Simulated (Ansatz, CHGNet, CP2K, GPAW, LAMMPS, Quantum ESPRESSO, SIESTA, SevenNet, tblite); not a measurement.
**Other levels on liquid Si0.5Ge0.5 at 2500 K (104 atoms)**

Density of this cell: 3.80 g/cm³. The cell holds 104 atoms: 52 Si and 52 Ge. Its edges and angles: a = 13.176 Å, b = 13.176 Å, c = 13.176 Å, α = 90.0°, β = 90.0°, γ = 90.0°. 104 atoms (52 Si, 52 Ge) placed at random at 3.8 g/cm³, melted at 3500 K for 10 ps at fixed volume with the Tersoff potential (Tersoff, Phys. Rev. B 39, 5566 (1989)). Snapshot at the end of a hold of 5 ps at 2500 K and fixed volume.

Geometry: as built.

The reference, a calculation:

* method: Kohn-Sham DFT, PBE, SSSP efficiency 1.3.0 pseudopotentials, plane waves (Quantum ESPRESSO 7.5); sssp-pbe-1.3.0-efficiency, cutoffs 45/360 Ry, Γ point
* r.m.s. force component: 0.9838 eV/Å
* longest force: 4.719 eV/Å
* pressure: 1.132 GPa
* time: 9 min on 4 MPI ranks of Arm Neoverse V2, shared host
* CPU time: 36 min

Runs, in no order:
A. SevenNet 0 potential: machine-learned interatomic potential SevenNet 0, trained on PBE(+U) plane-wave data
B. SIESTA PBE, DZP, shift 0.01 Ry, mesh 300 Ry: Kohn-Sham DFT, PBE, PseudoDojo 0.4.1 norm-conserving pseudopotentials (converted to PSML), numerical atomic orbitals (DZP), diagonalisation
C. GPAW PBE, LCAO sz(dzp), h 0.2 Å: Kohn-Sham DFT, PBE, PAW, atomic orbitals (sz(dzp))
D. CP2K PBE, DZVP-MOLOPT-SR, 350/50 Ry, diagonalisation: Kohn-Sham DFT, PBE, GTH-PBE pseudopotentials, Gaussian and plane waves, DZVP-MOLOPT-SR-GTH, diagonalisation

Q: Order them from the smallest to the largest r.m.s. force difference.

D, B, A, C.

| run | Δ force, r.m.s. (meV/Å) | share of r.m.s. force (%) | CPU time |
| --- | --- | --- | --- |
| D. CP2K PBE, DZVP-MOLOPT-SR, 350/50 Ry, diagonalisation | 40.7 | 4.14 | 3.7 min |
| B. SIESTA PBE, DZP, shift 0.01 Ry, mesh 300 Ry | 162 | 16.5 | 10 min |
| A. SevenNet 0 potential | 256 | 26.0 | 7.2 s |
| C. GPAW PBE, LCAO sz(dzp), h 0.2 Å | 552 | 56.1 | 1.7 min |

Machine-learned potentials mimic data converged in k, so the reference's own k-point error enters their differences. The network of bonds at the start is that of the classical potential that made the cell, and needn't be the one that DFT or experiment would give. The electronic-structure runs sample only Γ, in a cell whose shortest periodic width is 13 Å, which is coarse for a cell with partly filled levels.

[Hosts, paths, dates, database ids (printed as entryN), source tags and the programs' standing remarks are cut or masked in the printed files.]
